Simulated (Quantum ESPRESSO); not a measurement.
# Commensurate spirals of MnS (Browneite)

Wanted: E(q) of MnS (Browneite) at simple fractions of a reciprocal vector.

Method: LDA; plane waves with GBRV 1.5 LDA potentials, no spin-orbit coupling, flat spiral in a supercell, in Quantum ESPRESSO 7.5.

**1. Starting point**

The structure is cubic, space group F-43m (No. 216). Conventional cell: a = 5.600 Å, b = 5.600 Å, c = 5.600 Å, α = 90.00°, β = 90.00°, γ = 90.00°. Mn has 4 S at 2.42 Å nearest. S has 4 Mn at 2.42 Å nearest. Farther neighbours and most contacts between anions are not listed.

The cell comes from the Crystallography Open Database.

**2. Parallel moments, one cell**

pw.in

```
&CONTROL
  calculation = 'scf'
  prefix = 'pwscf'
  outdir = './tmp'
  pseudo_dir = './pseudo'
  disk_io = 'nowf'
/
&SYSTEM
  ibrav = 0
  celldm(1) = 8
  nat = 2
  ntyp = 2
  ecutwfc = 34
  ecutrho = 238
  nbnd = 34
  occupations = 'smearing'
  smearing = 'fd'
  degauss = 0.00999582
  noncolin = .true.
  starting_magnetization(1) = 0.3
  angle1(1) = 90
  angle2(1) = 0
  starting_magnetization(2) = 0
/
&ELECTRONS
  conv_thr = 2d-08
  electron_maxstep = 150
  mixing_beta = 0.3
/
ATOMIC_SPECIES
Mn     54.9380 mn_lda_v1.5.uspp.F.UPF
S      32.0600 s_lda_v1.4.uspp.F.UPF
CELL_PARAMETERS alat
   0.0000000000000    0.6614041436190    0.6614041436190
   0.6614041436190    0.0000000000000    0.6614041436190
   0.6614041436190    0.6614041436190    0.0000000000000
ATOMIC_POSITIONS crystal
Mn      0.0000000000    0.0000000000    0.0000000000
S       0.2500000000    0.2500000000    0.2500000000
K_POINTS automatic
4 12 4 0 0 0
```

Run with:

```sh
$ OMP_NUM_THREADS=1 mpirun -n 4 pw.x -nk 4 -in pw.in > pw.out
```

Log:

```text
Program PWSCF v.7.5 starts

     Message from routine setup:
     using ibrav=0 with symmetry is DISCOURAGED, use correct ibrav instead

     K-points division:     npool     =       4
     Subspace diagonalization in iterative solution of the eigenvalue problem:

     G-vector sticks info
     --------------------
     sticks:   dense  smooth     PW     G-vecs:    dense   smooth      PW
     Sum         925     517    163                18421     7823    1459

     Using Slab Decomposition

     bravais-lattice index     =            0
     lattice parameter (alat)  =       8.0000  a.u.
     unit-cell volume          =     296.2789 (a.u.)^3
     number of atoms/cell      =            2
     number of atomic types    =            2
     number of electrons       =        21.00
     number of Kohn-Sham states=           34
     kinetic-energy cutoff     =      34.0000  Ry
     charge density cutoff     =     238.0000  Ry
     scf convergence threshold =      2.0E-08
     mixing beta               =       0.3000
     number of iterations used =            8  plain     mixing
     Exchange-correlation=  SLA  PZ   NOGX NOGC
                           (   1   1   0   0   0   0   0)
     Noncollinear calculation without spin-orbit

     celldm(1)=   8.000000  celldm(2)=   0.000000  celldm(3)=   0.000000
     celldm(4)=   0.000000  celldm(5)=   0.000000  celldm(6)=   0.000000

     crystal axes: (cart. coord. in units of alat)
               a(1) = (   0.000000   0.661404   0.661404 )
               a(2) = (   0.661404   0.000000   0.661404 )
               a(3) = (   0.661404   0.661404   0.000000 )

     reciprocal axes: (cart. coord. in units 2 pi/alat)
               b(1) = ( -0.755967  0.755967  0.755967 )
               b(2) = (  0.755967 -0.755967  0.755967 )
               b(3) = (  0.755967  0.755967 -0.755967 )

     PseudoPot. # 1 for Mn read from file:
     mn_lda_v1.5.uspp.F.UPF
     Pseudo is Ultrasoft + core correction, Zval = 15.0
     Generated by new atomic code, or converted to UPF format
     Using radial grid of  859 points,  6 beta functions with:
                l(1) =   0
                l(2) =   0
                l(3) =   1
                l(4) =   1
                l(5) =   2
                l(6) =   2
     Q(r) pseudized with  8 coefficients,  rinner =    0.950   0.950   0.950
                                                       0.950   0.950

     PseudoPot. # 2 for S  read from file:
     s_lda_v1.4.uspp.F.UPF
     Pseudo is Ultrasoft + core correction, Zval =  6.0
     Generated by new atomic code, or converted to UPF format
     Using radial grid of  907 points,  6 beta functions with:
                l(1) =   0
                l(2) =   0
                l(3) =   1
                l(4) =   1
                l(5) =   2
                l(6) =   2
     Q(r) pseudized with  8 coefficients,  rinner =    1.300   1.300   1.300
                                                       1.300   1.300

     atomic species   valence    mass     pseudopotential
     Mn               15.00    54.93800     Mn( 1.00)
     S                 6.00    32.06000     S ( 1.00)

      8 Sym. Ops. (no inversion) found

   Cartesian axes

     site n.     atom                  positions (alat units)
         1        Mn     tau(   1) = (   0.0000000   0.0000000   0.0000000  )
         2        S      tau(   2) = (   0.3307021   0.3307021   0.3307021  )

     number of k points=    80  Fermi-Dirac smearing, width (Ry)=  0.0100
                       cart. coord. in units 2pi/alat
        k(    1) = (   0.0000000   0.0000000   0.0000000), wk =   0.0052083
        k(    2) = (   0.1889919   0.1889919  -0.1889919), wk =   0.0416667
        k(    3) = (  -0.3779837  -0.3779837   0.3779837), wk =   0.0208333
        k(    4) = (   0.0629973  -0.0629973   0.0629973), wk =   0.0104167
        k(    5) = (   0.2519891   0.1259946  -0.1259946), wk =   0.0104167
        [... 75 further k-points ...]

     Dense  grid:    18421 G-vectors     FFT dimensions: (  40,  40,  40)

     Smooth grid:     7823 G-vectors     FFT dimensions: (  27,  27,  27)

     Check: negative core charge=   -0.000019
     Generating pointlists ...
     new r_m :   0.2363 (alat units)  1.8902 (a.u.) for type    1
     new r_m :   0.2363 (alat units)  1.8902 (a.u.) for type    2

     Initial potential from superposition of free atoms

     starting charge      20.4999, renormalised to      21.0000

 ==============================================================================
     atom number    1 relative position :    0.0000   0.0000   0.0000
     charge :    13.217851  (integrated on a sphere of radius 0.236)
     magnetization :          3.913124    0.000000    0.000000
     magnetization/charge:    0.296048    0.000000    0.000000
     polar coord.: r, theta, phi [deg] :     3.913124   90.000000    0.000000

 ==============================================================================

 ==============================================================================
     atom number    2 relative position :    0.3307   0.3307   0.3307
     charge :     4.071242  (integrated on a sphere of radius 0.236)
     magnetization :          0.052611    0.000000    0.000000
     magnetization/charge:    0.012923    0.000000    0.000000
     polar coord.: r, theta, phi [deg] :     0.052611   90.000000    0.000000

 ==============================================================================
     Starting wfcs are   34 randomized atomic wfcs

     Self-consistent Calculation

     iteration #  1     ecut=    34.00 Ry     beta= 0.30
     Davidson diagonalization with overlap
     ethr =  1.00E-02,  avg # of iterations =  4.5

     total energy              =    -235.10720118 Ry
     estimated scf accuracy    <       0.74948098 Ry

     total magnetization       =     4.30     0.00     0.00 Bohr mag/cell
     absolute magnetization    =     4.30 Bohr mag/cell

     iteration #  2     ecut=    34.00 Ry     beta= 0.30
     Davidson diagonalization with overlap
     ethr =  3.57E-03,  avg # of iterations =  2.5

     total energy              =    -235.28419092 Ry
     estimated scf accuracy    <       0.07609725 Ry

     total magnetization       =     4.43    -0.00     0.00 Bohr mag/cell
     absolute magnetization    =     4.43 Bohr mag/cell

     iteration #  3     ecut=    34.00 Ry     beta= 0.30
     Davidson diagonalization with overlap
     ethr =  3.62E-04,  avg # of iterations =  2.5

     total energy              =    -235.29749169 Ry
     estimated scf accuracy    <       0.00972820 Ry

     total magnetization       =     4.61     0.00    -0.00 Bohr mag/cell
     absolute magnetization    =     4.61 Bohr mag/cell

     [... further iterations left out ...]

     iteration # 16     ecut=    34.00 Ry     beta= 0.30
     Davidson diagonalization with overlap
     ethr =  4.37E-10,  avg # of iterations =  2.8

     total energy              =    -235.29895527 Ry
     estimated scf accuracy    <       0.00001105 Ry

     total magnetization       =     4.64     0.00     0.00 Bohr mag/cell
     absolute magnetization    =     4.64 Bohr mag/cell

     iteration # 17     ecut=    34.00 Ry     beta= 0.30
     Davidson diagonalization with overlap
     ethr =  4.37E-10,  avg # of iterations =  2.8

     total energy              =    -235.29895293 Ry
     estimated scf accuracy    <       0.00000778 Ry

     total magnetization       =     4.64     0.00     0.00 Bohr mag/cell
     absolute magnetization    =     4.64 Bohr mag/cell

     iteration # 18     ecut=    34.00 Ry     beta= 0.30
     Davidson diagonalization with overlap
     ethr =  4.37E-10,  avg # of iterations =  4.7

     total energy              =    -235.29895400 Ry
     estimated scf accuracy    <       0.00000003 Ry

     total magnetization       =     4.64    -0.00     0.00 Bohr mag/cell
     absolute magnetization    =     4.64 Bohr mag/cell

     iteration # 19     ecut=    34.00 Ry     beta= 0.30
     Davidson diagonalization with overlap
     ethr =  1.51E-10,  avg # of iterations =  2.0

 ==============================================================================
     atom number    1 relative position :    0.0000   0.0000   0.0000
     charge :    12.961430  (integrated on a sphere of radius 0.236)
     magnetization :          3.965799    0.000000   -0.000000
     magnetization/charge:    0.305969    0.000000   -0.000000
     polar coord.: r, theta, phi [deg] :     3.965799   90.000000    0.000000

 ==============================================================================

 ==============================================================================
     atom number    2 relative position :    0.3307   0.3307   0.3307
     charge :     4.170463  (integrated on a sphere of radius 0.236)
     magnetization :          0.102516   -0.000000   -0.000000
     magnetization/charge:    0.024581   -0.000000   -0.000000
     polar coord.: r, theta, phi [deg] :     0.102516   90.000000   -0.000000

 ==============================================================================

     End of self-consistent calculation

     [... lines left out ...]
     the Fermi energy is     6.9333 ev

!    total energy              =    -235.29895400 Ry
     estimated scf accuracy    <          2.0E-09 Ry
     smearing contrib. (-TS)   =      -0.00579126 Ry
     internal energy E=F+TS    =    -235.29316275 Ry

     The total energy is F=E-TS. E is the sum of the following terms:
     one-electron contribution =    -158.29378861 Ry
     hartree contribution      =      84.40920167 Ry
     xc contribution           =     -34.68977146 Ry
     ewald contribution        =    -126.71880435 Ry

     total magnetization       =     4.64     0.00     0.00 Bohr mag/cell
     absolute magnetization    =     4.64 Bohr mag/cell

     convergence has been achieved in  19 iterations

=------------------------------------------------------------------------------=
   JOB DONE.
=------------------------------------------------------------------------------=
```

It took 42 s on 4 MPI ranks of Arm Neoverse V2, shared host; peak memory 0.41 GiB; 2.8 min of CPU time.

Spin moment in the atom's sphere by atom:

| atom | x (μB) | y (μB) | z (μB) | size |
| --- | --- | --- | --- | --- |
| Mn1 | 3.97 | 0.00 | 0.00 | 3.97 |
| S2 | 0.10 | 0.00 | 0.00 | 0.10 |

Read from the output:

| Property | Result |
| --- | --- |
| smearing term TS | 0.07879 eV |
| magnetization | 4.643, 0, 0 μB |
| absolute magnetization | 4.643 μB |
| final state | ferromagnetic |

**3. One turn in 2 cells along the input cell's b**

Neighbouring cells are turned by 180° in the xy plane; the cell holds 4 atoms.

pw.in

```
&CONTROL
  calculation = 'scf'
  prefix = 'pwscf'
  outdir = './tmp'
  pseudo_dir = './pseudo'
  disk_io = 'nowf'
/
&SYSTEM
  ibrav = 0
  celldm(1) = 8
  nat = 4
  ntyp = 4
  ecutwfc = 34
  ecutrho = 238
  nbnd = 60
  occupations = 'smearing'
  smearing = 'fd'
  degauss = 0.00999582
  noncolin = .true.
  starting_magnetization(1) = 0.3
  angle1(1) = 90
  angle2(1) = 0
  starting_magnetization(2) = 0.3
  angle1(2) = 90
  angle2(2) = 180
  starting_magnetization(3) = 0
  starting_magnetization(4) = 0
/
&ELECTRONS
  conv_thr = 4d-08
  electron_maxstep = 150
  mixing_beta = 0.3
/
ATOMIC_SPECIES
Mn1    54.9380 mn_lda_v1.5.uspp.F.UPF
Mn2    54.9380 mn_lda_v1.5.uspp.F.UPF
S1     32.0600 s_lda_v1.4.uspp.F.UPF
S2     32.0600 s_lda_v1.4.uspp.F.UPF
CELL_PARAMETERS alat
   0.0000000000000    0.6614041436190    0.6614041436190
   1.3228082872380    0.0000000000000    1.3228082872380
   0.6614041436190    0.6614041436190    0.0000000000000
ATOMIC_POSITIONS crystal
Mn1     0.0000000000    0.0000000000    0.0000000000
Mn2     0.0000000000    0.5000000000    0.0000000000
S1      0.2500000000    0.1250000000    0.2500000000
S2      0.2500000000    0.6250000000    0.2500000000
K_POINTS automatic
4 6 4 0 0 0
```

Log:

```text
     [... lines left out ...]
Program PWSCF v.7.5 starts
     [... lines left out ...]
     number of atoms/cell      =            4
     [... lines left out ...]
     number of electrons       =        42.00
     number of Kohn-Sham states=           60
     kinetic-energy cutoff     =      34.0000  Ry
     charge density cutoff     =     238.0000  Ry
     scf convergence threshold =      4.0E-08
     [... lines left out ...]
     Noncollinear calculation without spin-orbit
     [... lines left out ...]
      2 Sym. Ops. (no inversion) found
     [... lines left out ...]
     number of k points=    52  Fermi-Dirac smearing, width (Ry)=  0.0100
     [... lines left out ...]
     iteration # 11     ecut=    34.00 Ry     beta= 0.30
     [... lines left out ...]
     atom number    1 relative position :    0.0000   0.0000   0.0000
     [... lines left out ...]
     magnetization :          3.907832    0.000007   -0.000007
     [... lines left out ...]
     atom number    2 relative position :    0.6614   0.0000   0.6614
     [... lines left out ...]
     magnetization :         -3.907807    0.000090   -0.000090
     [... lines left out ...]
     atom number    3 relative position :    0.3307   0.3307   0.3307
     [... lines left out ...]
     magnetization :          0.061707    0.000001   -0.000001
     [... lines left out ...]
     atom number    4 relative position :    0.9921   0.3307   0.9921
     [... lines left out ...]
     magnetization :         -0.061717    0.000002   -0.000002
     [... lines left out ...]
     the Fermi energy is     6.9612 ev
!    total energy              =    -470.62883879 Ry
     estimated scf accuracy    <          8.6E-09 Ry
     smearing contrib. (-TS)   =      -0.00341475 Ry
     [... lines left out ...]
     total magnetization       =     0.00     0.00    -0.00 Bohr mag/cell
     absolute magnetization    =     8.89 Bohr mag/cell
     convergence has been achieved in  11 iterations
```

It took 69 s on 4 MPI ranks; peak memory 0.69 GiB.

Spin moment in the atom's sphere by atom:

| atom | x (μB) | y (μB) | z (μB) | size |
| --- | --- | --- | --- | --- |
| Mn1 | 3.91 | 0.00 | 0.00 | 3.91 |
| Mn2 | -3.91 | 0.00 | 0.00 | 3.91 |
| S3 | 0.06 | 0.00 | 0.00 | 0.06 |
| S4 | -0.06 | 0.00 | 0.00 | 0.06 |

This step gave:

```
smearing term TS       : 0.04646 eV
magnetization          : 0, 0, 0 μB
absolute magnetization : 8.886 μB
final state            : antiferromagnetic
```

**4. One turn in 3 cells along the input cell's b**

Neighbouring cells are turned by 120° in the xy plane; the cell holds 6 atoms.

pw.in

```
&CONTROL
  calculation = 'scf'
  prefix = 'pwscf'
  outdir = './tmp'
  pseudo_dir = './pseudo'
  disk_io = 'nowf'
/
&SYSTEM
  ibrav = 0
  celldm(1) = 8
  nat = 6
  ntyp = 6
  ecutwfc = 34
  ecutrho = 238
  nbnd = 84
  occupations = 'smearing'
  smearing = 'fd'
  degauss = 0.00999582
  noncolin = .true.
  starting_magnetization(1) = 0.3
  angle1(1) = 90
  angle2(1) = 0
  starting_magnetization(2) = 0.3
  angle1(2) = 90
  angle2(2) = 120
  starting_magnetization(3) = 0.3
  angle1(3) = 90
  angle2(3) = -120
  starting_magnetization(4) = 0
  starting_magnetization(5) = 0
  starting_magnetization(6) = 0
/
&ELECTRONS
  conv_thr = 6d-08
  electron_maxstep = 150
  mixing_beta = 0.3
/
ATOMIC_SPECIES
Mn1    54.9380 mn_lda_v1.5.uspp.F.UPF
Mn2    54.9380 mn_lda_v1.5.uspp.F.UPF
Mn3    54.9380 mn_lda_v1.5.uspp.F.UPF
S1     32.0600 s_lda_v1.4.uspp.F.UPF
S2     32.0600 s_lda_v1.4.uspp.F.UPF
S3     32.0600 s_lda_v1.4.uspp.F.UPF
CELL_PARAMETERS alat
   0.0000000000000    0.6614041436190    0.6614041436190
   1.9842124308571    0.0000000000000    1.9842124308571
   0.6614041436190    0.6614041436190    0.0000000000000
ATOMIC_POSITIONS crystal
Mn1     0.0000000000    0.0000000000    0.0000000000
Mn2     0.0000000000    0.3333333333    0.0000000000
Mn3     0.0000000000    0.6666666667    0.0000000000
S1      0.2500000000    0.0833333333    0.2500000000
S2      0.2500000000    0.4166666667    0.2500000000
S3      0.2500000000    0.7500000000    0.2500000000
K_POINTS automatic
4 4 4 0 0 0
```

Log:

```text
     [... lines left out ...]
Program PWSCF v.7.5 starts
     [... lines left out ...]
     number of atoms/cell      =            6
     [... lines left out ...]
     number of electrons       =        63.00
     number of Kohn-Sham states=           84
     kinetic-energy cutoff     =      34.0000  Ry
     charge density cutoff     =     238.0000  Ry
     scf convergence threshold =      6.0E-08
     [... lines left out ...]
     Noncollinear calculation without spin-orbit
     [... lines left out ...]
     No symmetry found
     [... lines left out ...]
     number of k points=    64  Fermi-Dirac smearing, width (Ry)=  0.0100
     [... lines left out ...]
     iteration # 12     ecut=    34.00 Ry     beta= 0.30
     [... lines left out ...]
     atom number    1 relative position :    0.0000   0.0000   0.0000
     [... lines left out ...]
     magnetization :          3.932468    0.000236   -0.000016
     [... lines left out ...]
     atom number    2 relative position :    0.6614   0.0000   0.6614
     [... lines left out ...]
     magnetization :         -1.966334    3.405564   -0.000038
     [... lines left out ...]
     atom number    3 relative position :    1.3228   0.0000   1.3228
     [... lines left out ...]
     magnetization :         -1.966069   -3.405683   -0.000064
     [... lines left out ...]
     atom number    4 relative position :    0.3307   0.3307   0.3307
     [... lines left out ...]
     magnetization :          0.072155    0.021744   -0.000001
     [... lines left out ...]
     atom number    5 relative position :    0.9921   0.3307   0.9921
     [... lines left out ...]
     magnetization :         -0.054906    0.051611   -0.000001
     [... lines left out ...]
     atom number    6 relative position :    1.6535   0.3307   1.6535
     [... lines left out ...]
     magnetization :         -0.017252   -0.073364   -0.000001
     [... lines left out ...]
     the Fermi energy is     6.9580 ev
!    total energy              =    -705.93136152 Ry
     estimated scf accuracy    <       0.00000002 Ry
     smearing contrib. (-TS)   =      -0.00756498 Ry
     [... lines left out ...]
     total magnetization       =     0.00     0.00    -0.00 Bohr mag/cell
     absolute magnetization    =    13.58 Bohr mag/cell
     convergence has been achieved in  12 iterations
```

Wall time 3.8 min (4 MPI ranks); peak memory 1.2 GiB.

Spin moment in the atom's sphere by atom:

| atom | x (μB) | y (μB) | z (μB) | size |
| --- | --- | --- | --- | --- |
| Mn1 | 3.93 | 0.00 | 0.00 | 3.93 |
| Mn2 | -1.97 | 3.41 | 0.00 | 3.93 |
| Mn3 | -1.97 | -3.41 | 0.00 | 3.93 |
| S4 | 0.07 | 0.02 | 0.00 | 0.08 |
| S5 | -0.05 | 0.05 | 0.00 | 0.08 |
| S6 | -0.02 | -0.07 | 0.00 | 0.08 |

This step gave:

```yaml
smearing_term_ts: 0.1029 eV
magnetization: 0, 0, 0 μB
absolute_magnetization: 13.58 μB
final_state: non-collinear
```

(Part 1 of 2 ends here.)

[Logs and program files are shortened in this print: banners, set-up blocks, solver, clock and traceback lines can be left out without a mark of their own.]

[Logs are printed without paths, hosts, clocks, repeated set-up lines and the standing remarks that a program may print on its own settings, such as how far it seeks lower states.]

[Hosts, paths, dates, database ids (printed as entryN), source tags and the programs' standing remarks are cut or masked in the printed files.]

[Where a cell is said to come from a database of computed structures, the database is the Materials Project.]
